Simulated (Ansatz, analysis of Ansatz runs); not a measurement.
# Moving an added hole between Mn sites in NaMnF4 (P2_1/c), part 2 of 2

Question: does an added hole stay on the Mn atom where it is started in NaMnF4 (P2_1/c), and if so, how high is the barrier for a hop to another Mn site nearby? Model: a cell of 48 host atoms.

Ansatz 0.2.0; plane-wave PAW DFT, PBEsol+U; relaxation of all atoms of a supercell at fixed charge in a uniform background; PAW set soft_1.

So far. Step 2 (The cell without the carrier): The largest displacement from an ideal site is 0.006 Å. Step 3 (The hole on the first site): The largest changes of the moments are -0.74 μB on Mn11, -0.04 μB on F39 and -0.04 μB on F45. The largest part sits on the chosen site.

### Step 4. The hole on the second site

The same start is made on the second site, to get the end of the hop.

File B.relax/input.yaml:

```yaml
crystal:
  lattice:
    - [-7.65226429, 4.91333815, 5.48807623]
    - [3.92236856, -4.91333873, 5.54576813]
    - [7.65226411, 4.91333852, -5.48807681]
  atoms:
    - { symbol: Na, position: [0.250574, 0.250401, 0.500465] }
    - { symbol: Na, position: [0.250636, 0.750573, 0.000518] }
[... 18 atom lines left out ...]
    - { symbol: F, position: [0.018994, 0.052375, 0.681181] }
[... 7 atom lines left out ...]
    - { symbol: F, position: [0.481322, 0.460033, 0.324296] }
[... 3 atom lines left out ...]
    - { symbol: F, position: [0.447613, 0.266717, 0.054643] }
[... 3 atom lines left out ...]
    - { symbol: F, position: [0.27554, 0.473949, 0.923303] }
[... 3 atom lines left out ...]
    - { symbol: F, position: [0.050839, 0.235566, 0.936164] }
[... 3 atom lines left out ...]
    - { symbol: F, position: [0.212833, 0.01685, 0.069913] }
[... 2 atom lines left out ...]
    - { symbol: F, position: [0.71266, 0.516524, 0.069575] }
total_charge: 1
basis:
  ecutwfc: 420
  xc_grid: 2
hamiltonian:
  xc: pbesol
  hubbard:
    sites: [{ species: Mn, l: d, u_eff: 4.0 }]
    projectors: ortho-atomic
  pseudopotentials: { kind: paw, azcp: { folder: soft_1 }, xc_functional: pbe }
kpoints:
  mp_grid: { grid: [1, 1, 1] }
magnetization:
  spin_polarized: true
  initial_magnetization: -1
  spin_locking: { lock_magnetization: hard }
scf:
  occupations: { method: fermi_dirac, width: 0.01 }
  max_iter: 120
  lower_state_search: "off"
output:
  forces: true
relax:
  f_tol: 0.015
  max_steps: 70
  escape_saddle: false
checkpoint:
  write: "../B.relax.run"
  compress: false
  write_wavefunctions: true
  write_every: 100000
```

Command:

```sh
> ansatz run input.yaml --threads 4 --pin off --max-ram 9420MiB --backend cpu --events-out ev --progress --plain --runs-dir out
```

Numbers of over 12 decimals in the logs are rounded to 6 here.

Output:

```text
[...]
Crystal: 48 atoms, lattice volume = 628.553 Å³
Basis set: ecut = 420 eV, 12265 PW (Γ), exchange–correlation on 144×120×144 points (8 copies of the dense FFT grid, shifted against one another)
Bands: 256, of which v1, the nominal top of the filled ones, is band 208 counted from 1 (207 counted from 0)
Symmetry: 1 space group operations
[...]
k-points: 1
[...]
Starting moments: Σ|m| = 31 μB on 8 of 48 sites
[...]
SCF iter   1: F=—  HF=-68532.181044 eV  |F-HF|=—  |Δ(HF+E_count)|=         —  Δρ=3.12e-1 (↑3.12e-1 ↓2.97e-1)  dr2=1.97e3  dr2_m=8.81e1  M=-1.000 μB ∫|m|=12.159 μB  β_m=0.30  ethr=3.10e-3  ⟨swp⟩=5.5  Hψ=1697  notcnv=0  defer=42
[...]
F+E_penalty+E_count = -68395.05898665 eV   max|allowed force component| = 1.112e-2 eV/Å
  atoms:
    - { symbol: Na, position: [0.244966, 0.247149, 0.495064] }
    - { symbol: Na, position: [0.246471, 0.754145, 0.002474] }
[...]
- { symbol: Na, position: [0.255980, -0.003073, 0.754600] }
    - { symbol: Na, position: [0.261305, 0.509899, 0.266684] }
[...]
- { symbol: Mn, position: [0.000647, 0.250451, 0.750540] }
    [... 1 atom left out ...]
    - { symbol: Mn, position: [0.500648, 0.250452, 0.250540] }
[...]
- { symbol: F, position: [0.029107, 0.050509, 0.687089] }
[...]
- { symbol: F, position: [0.485961, 0.460240, 0.332152] }
[...]
- { symbol: F, position: [0.444791, 0.273799, 0.054073] }
    [... 3 atoms left out ...]
    - { symbol: F, position: [0.245263, 0.443030, 0.902500] }
    [... 3 atoms left out ...]
    - { symbol: F, position: [0.052826, 0.240575, 0.942766] }
    [... 3 atoms left out ...]
    - { symbol: F, position: [0.213353, 0.020383, 0.070109] }
    [... 3 atoms left out ...]
[key lines of the parts left out:]
SCF converged after 8 iterations
Magnetization: -1.0000 μB (207.0000 up, 208.0000 down)
Free energy (F): -68395.058987 eV
Fermi energy:    2.860318 (↑ 2.860311, ↓ 3.151547) eV
```

The job ended after 50 s (4 threads of Intel Xeon at 2.60GHz (Ice Lake), shared host; peak memory 1.3 GiB).

Distances from Mn9 without and with the hole:

```csv
atom,without (Å),with (Å)
F31,1.83,1.80
F21,1.83,1.80
F35,1.88,1.82
F41,1.88,1.82
F37,2.21,1.87
F47,2.21,1.87
```

The largest changes of the moments are -0.74 μB on Mn9, -0.04 μB on F37 and -0.04 μB on F47. The largest part sits on the chosen site.

### Step 5. Points on the line between the two structures

All atoms move on the straight line between the two relaxed structures, 4.87 amu^1/2 Å long in mass-weighted terms. Each point starts from the state of the point before, once from either end, so that both localised states can be followed; the midpoint is also started with the carrier shared.

File A.x0500/input.yaml:

```yaml
crystal:
  lattice:
    - [-7.65226429, 4.91333815, 5.48807623]
    - [3.92236856, -4.91333873, 5.54576813]
    - [7.65226411, 4.91333852, -5.48807681]
  atoms:
    - { symbol: Na, position: [0.250649, 0.250451, 0.50054] }
    - { symbol: Na, position: [0.250647, 0.750451, 0.000541] }
[... 18 atom lines left out ...]
    - { symbol: F, position: [0.022218, 0.045585, 0.678006] }
[... 7 atom lines left out ...]
    - { symbol: F, position: [0.479074, 0.455316, 0.323071] }
[... 3 atom lines left out ...]
    - { symbol: F, position: [0.44663, 0.267063, 0.056193] }
[... 3 atom lines left out ...]
    - { symbol: F, position: [0.266602, 0.461775, 0.916734] }
[... 3 atom lines left out ...]
    - { symbol: F, position: [0.054668, 0.233841, 0.944887] }
[... 3 atom lines left out ...]
    - { symbol: F, position: [0.234691, 0.039129, 0.084346] }
[... 2 atom lines left out ...]
    - { symbol: F, position: [0.713335, 0.520168, 0.069012] }
total_charge: 1
basis:
  ecutwfc: 420
  xc_grid: 2
hamiltonian:
  xc: pbesol
  hubbard:
    sites: [{ species: Mn, l: d, u_eff: 4.0 }]
    projectors: ortho-atomic
  pseudopotentials: { kind: paw, azcp: { folder: soft_1 }, xc_functional: pbe }
kpoints:
  mp_grid: { grid: [1, 1, 1] }
magnetization:
  spin_polarized: true
  initial_magnetization: -1
  spin_locking: { lock_magnetization: hard }
scf:
  occupations: { method: fermi_dirac, width: 0.01 }
  max_iter: 120
  lower_state_search: "off"
output:
  forces: true
  eigenvalues: true
  eigenstates: { localisation: true }
  write_density: true
  write_potential: true
  volumetric_format: npy
checkpoint:
  read: "../A.x0375.run"
  write: "../A.x0500.run"
  compress: false
  write_wavefunctions: true
  write_every: 100000
```

Output:

```text
[...]
Warning: the atoms were moved onto the symmetric positions of the space group found under crystal.symmetry.tolerance 1.0e-5 (fractional; [...]
Warning: checkpoint.read: the run can stay near the saved state's solution: 44 site(s) moved relative to the saved geometry (max |Δs| = 5.335e-3 fractional); [...]
[...]
Crystal: 48 atoms, lattice volume = 628.553 Å³
Basis set: ecut = 420 eV, 12265 PW (Γ), exchange–correlation on 144×120×144 points (8 copies of the dense FFT grid, shifted against one another)
Bands: 256, of which v1, the nominal top of the filled ones, is band 208 counted from 1 (207 counted from 0)
Symmetry: 2 space group operations
[...]
k-points: 1
[...]
Starting moments: Σ|m| = 31 μB on 8 of 48 sites; this step starts from the density that it was given
[...]
iter 1 solved again at ethr=1.26e-3 eV; its pass at ethr=3.10e-3 eV (dr2=5.21e0 eV) is discarded
[...]
SCF iter  17: F=-68394.638678 eV  HF=-68394.638678 eV  |F-HF|=4.77e-9  |Δ(HF+E_count)|=  2.91e-10  Δρ=7.89e-7 (↑7.89e-7 ↓2.94e-7)  dr2=5.90e-9  dr2_m=7.56e-10  M=-1.000 μB ∫|m|=32.228 μB  ethr=2.41e-11  ⟨swp⟩=11.5  Hψ=3311  notcnv=0
SCF 1 converged in 17 iterations: F = -68394.638678 eV  dr2 = 5.90e-9
[...]
SCF converged after 17 iterations
[...]
Magnetization: -1.0000 μB (207.0000 up, 208.0000 down)
Absolute magnetization: 32.3135 μB (∫|ρ↑−ρ↓|, with the PAW one-centre terms)
[...]
Per-site moments (μB) at R_I (Å): [(0.000148996, 0.935149), (0.000464573, 0.944810), (0.000148996, 0.935149), [... 45 left out ...]
Free energy (F): -68394.638678 eV
[...]
Internal energy: -68394.628384 eV  (E = F + TS)
E sigma→0 (E₀):  -68394.633531 eV
Entropy (-TS):   -0.010294 eV (-0.214 meV/atom)
Fermi energy:    2.617816 (↑ 2.617816, ↓ 3.282807) eV
[...]
--- Forces (eV/Å), atoms counted from 1 ---
  atom   1  Na     0.00001630     0.00000622     0.00002251
  atom   2  Na    -0.00002168    -0.00001696     0.00001425
  [... 6 atoms left out ...]
  atom   9  Mn     0.00000000     0.00000000     0.00000000
  [... 1 atom left out ...]
  atom  11  Mn     0.00000000     0.00000000     0.00000000
  [... 1 atom left out ...]
  atom  13  Mn    -0.08158604     0.12049993     0.23698699
  [... 2 atoms left out ...]
  atom  16  Mn     0.08143618    -0.12059776    -0.23701968
  [... 4 atoms left out ...]
  atom  21  F     -0.07689849     0.04315239    -0.01930948
  [... 7 atoms left out ...]
  atom  29  F      0.07689883    -0.04313672     0.01939735
  [... 3 atoms left out ...]
  atom  33  F     -0.04311387    -0.02465729     0.03402423
  [... 3 atoms left out ...]
  atom  37  F     -0.09319041     0.11167480     0.08007853
  [... 3 atoms left out ...]
  atom  41  F      0.04317281     0.02468113    -0.03407107
  [... 3 atoms left out ...]
  atom  45  F      0.09315578    -0.11159237    -0.08003954
  [... 3 atoms left out ...]
  max |Σ_I F_I| component: 1.39e-17 eV/Å
--- Band table (eV) ---
[...]
Occupation matrices written to <dir>
```

It took 12 s on 4 threads; peak memory 1.3 GiB.

States next to the filling edge at the first k-point, on the run's own zero (eigenstates.tsv). The participation number counts the atoms that a state is spread over, of 48; bands count from 0.

```csv
spin,band,energy (eV),occupation,participation,largest share on,share
down,202,1.352,1.00,13.1,F17,0.09
down,203,1.383,1.00,13.9,F17,0.09
down,204,1.726,1.00,18.0,Mn13,0.10
down,205,1.766,1.00,17.2,Mn15,0.10
down,206,1.874,1.00,15.0,Mn13,0.11
down,207,1.986,1.00,15.0,Mn13,0.11
down,208,4.581,0.00,10.0,Mn13,0.15
down,209,4.602,0.00,10.1,Mn13,0.15
down,210,4.642,0.00,9.3,Mn13,0.16
down,211,4.696,0.00,9.4,Mn13,0.16
down,212,6.206,0.00,2.8,Mn9,0.42
up,201,1.266,1.00,7.4,F24,0.15
up,202,1.372,1.00,7.9,F22,0.15
up,203,1.396,1.00,9.3,F24,0.14
up,204,1.929,1.00,8.9,Mn12,0.21
up,205,1.934,1.00,7.9,Mn10,0.23
up,206,2.605,0.79,6.3,Mn9,0.26
up,207,2.631,0.21,6.9,Mn9,0.25
up,208,4.612,0.00,5.2,Mn9,0.30
up,209,4.621,0.00,5.3,Mn11,0.29
up,210,4.848,0.00,4.9,Mn10,0.31
up,211,4.860,0.00,5.0,Mn12,0.31
```

Spin density in the ac plane at fractional y = 0.250, through the centre, with atoms of Na and Mn and F within 0.45 Å of it.

Values in e/Å³, 13 rows by 16 columns, each cell a mean:
```
 0.0  0.0  0.0  0.0  0.0  0.0  0.0  0.0  0.0  0.0  0.0  0.0  0.0  0.0  0.0  0.0
 0.0  0.1  0.0  0.0  0.0  0.0  0.0  0.0  0.0  0.0  0.0  0.0  0.0  0.0  0.0  0.0
 2.3  0.6  0.0  0.0  0.0  0.0  0.0  0.0  0.0  0.0  0.0  0.0  0.0  0.0  0.0  0.7
 2.5  0.2  0.0  0.0  0.0  0.0  0.0  0.0  0.0  0.0  0.0  0.0  0.0  0.0  0.2  2.5
 0.0  0.0  0.0  0.0  0.0  0.0  0.0  0.0  0.0  0.0  0.0  0.0  0.0  0.0  0.1  0.2
 0.0  0.0  0.0  0.0  0.0  0.0  0.0  0.0  0.0  0.0  0.0  0.0  0.0  0.0  0.0 -0.1
 0.0  0.0  0.0  0.0  0.0  0.0  0.0  0.0  0.0  0.0  0.0  0.0  0.0  0.0  0.0  0.0
 0.0  0.0  0.0  0.0  0.0  0.0  0.0  0.0  0.0  0.0  0.0  0.0  0.0  0.0  0.0  0.0
 0.0  0.0  0.0  0.0  0.0  0.0  0.0  0.1  0.4  0.3  0.0  0.0  0.0  0.0  0.0  0.0
 0.0  0.0  0.0  0.0  0.0  0.0  0.1  2.1  3.9  0.5  0.0  0.0  0.0  0.0  0.0  0.0
 0.0  0.0  0.0  0.0  0.0  0.0  0.3  1.1  0.5  0.0  0.0  0.0  0.0  0.0  0.0  0.0
 0.0  0.0  0.0  0.0  0.0  0.0  0.0  0.0  0.0  0.0  0.0  0.0  0.0  0.0  0.0  0.0
 0.0  0.0  0.0  0.0  0.0  0.0  0.0  0.0  0.0  0.0  0.0  0.0  0.0  0.0  0.0  0.0
```
Columns run along a (10.6 Å), rows up along c (10.6 Å). Atoms in or near the plane, at fractional coordinates: Na at (0.25, 0.50), Na at (0.75, 0.00), Mn at (0.00, 0.75), Mn at (0.50, 0.25), F at (0.14, 0.23), F at (0.64, 0.73), F at (0.36, 0.77), F at (0.86, 0.27), F at (0.45, 0.06), F at (0.95, 0.56), F at (0.05, 0.94), F at (0.55, 0.44).

Valence density in the ac plane at fractional y = 0.250, through the centre, with atoms of Na and Mn and F within 0.45 Å of it. It is the smooth field of the valence electrons, not physical close to the nuclei.

Ten steps, logarithmic in the rise over the least value, from '0' (0 e/Å³) to '9' (23 e/Å³), each cell a mean:
```
478631000023321000004786200001
677410000011100000003441000002
553200000000000000001100000013
333100000012210000001210000012
775200000256420000145431000024
985100002577410001477520000158
862000014665200013676310001379
420000013431000013442000001355
310000001100000001110000001233
420000001210000000000000001466
310000157520000001221000014787
100001699610000135531000025764
000004786200001478631000023321
000003441000002677410000011100
000001100000013553200000000000
000001210000012333100000012210
000145431000024775200000256420
001477520000158985100002577410
013676310001379862000014665200
013442000001355420000013431000
001110000001233310000001100000
000000000001466420000001210000
001221000014787310000157520000
135531000025764100001699610000
```
Columns run along a (10.6 Å), rows up along c (10.6 Å). Atoms in or near the plane, at fractional coordinates: Na at (0.25, 0.50), Na at (0.75, 0.00), Mn at (0.00, 0.75), Mn at (0.50, 0.25), F at (0.14, 0.23), F at (0.64, 0.73), F at (0.36, 0.77), F at (0.86, 0.27), F at (0.45, 0.06), F at (0.95, 0.56), F at (0.05, 0.94), F at (0.55, 0.44).

Electrostatic potential energy in the ac plane at fractional y = 0.250, through the centre, with atoms of Na and Mn and F within 0.45 Å of it. With pseudopotentials it is smooth inside the atoms' cores, unlike the true potential.

Ten even steps from '0' (-58 eV) to '9' (10 eV), each cell a mean:
```
732489999998799999996003899999
423699999999999999997568999999
657899999999999999999999999998
756799999999999999999999999998
102799999965699999975699999974
003899999533799999733599999830
037999997436999998435899998510
589999998789999998779999998522
899999999999999999999999998877
699999998889999999999999999743
899999852389999999999999997323
999998300389999985589999995337
999996003899999732489999998799
999997568999999423699999999999
999999999999998657899999999999
999999999999998756799999999999
999975699999974102799999965699
999733599999830003899999533799
998435899998510037999997436999
998779999998522589999998789999
999999999998877899999999999999
999999999999743699999998889999
999999999997323899999852389999
985589999995337999998300389999
```
Columns run along a (10.6 Å; values clipped at the 3rd and 97th percentile), rows up along c (10.6 Å). Atoms in or near the plane, at fractional coordinates: Na at (0.25, 0.50), Na at (0.75, 0.00), Mn at (0.00, 0.75), Mn at (0.50, 0.25), F at (0.14, 0.23), F at (0.64, 0.73), F at (0.36, 0.77), F at (0.86, 0.27), F at (0.45, 0.06), F at (0.95, 0.56), F at (0.05, 0.94), F at (0.55, 0.44).

Free energies from the first end:

```csv
started from,fraction,energy (eV),moment change on Mn11 (μB),on Mn9 (μB)
first site,0,0.000,-0.74,0.00
first site,0.125,0.051,-0.71,-0.01
first site,0.25,0.196,-0.68,-0.02
first site,0.375,0.364,-0.47,-0.13
first site,0.5,0.420,-0.28,-0.28
first site,0.625,0.364,-0.13,-0.47
second site,0.875,0.051,-0.01,-0.71
second site,0.75,0.196,-0.02,-0.68
second site,0.625,0.364,-0.13,-0.47
second site,0.5,0.420,-0.28,-0.28
second site,0.375,0.364,-0.47,-0.13
shared,0.5,0.420,-0.28,-0.28
second site,1,0.000,0.00,-0.74
```

### Step 6. Outcome

```
distance of the two sites without the carrier : 4.91 Å
```

What this shows: The highest point of the line lies 0.42 eV above the first end, but there the hole is shared along a chain of sites and their images, so this is no barrier of a single pair, which may be higher, and the image-charge term need not cancel. The second site lies about half a repeat away: the first meets it and its image at 4.91 and 4.91 Å, so the cell models a chain, and nothing is concluded on the coupling of a single pair. A shorter hop, 3.81 Å to Mn14 (opposite spin), was not computed. No run compares the localised hole with one spread in the band, so its binding is unknown. The magnetic order was assumed and need not be the ground state. The total moment is locked, so a carrier of the other spin direction was not tried. The program's search for lower electronic states was switched off in all runs, so that each state is followed; none is shown to be the lowest at its structure. No image-charge correction is applied; it nearly cancels along the line while the charge stays localised. What this leaves open: sampling at the zone centre alone can move energies of charged and open-shell states by tenths of an eV or more in cells of this size; the images are only 8.4 Å apart; gap and trapping depend on the U chosen (Mn d 4.0 eV).

[Logs are printed without paths, hosts, clocks, repeated set-up lines and the standing remarks that a program may print on its own settings, such as how far it seeks lower states.]

[Hosts, paths, dates, database ids (printed as entryN), source tags and the programs' standing remarks are cut or masked in the printed files.]
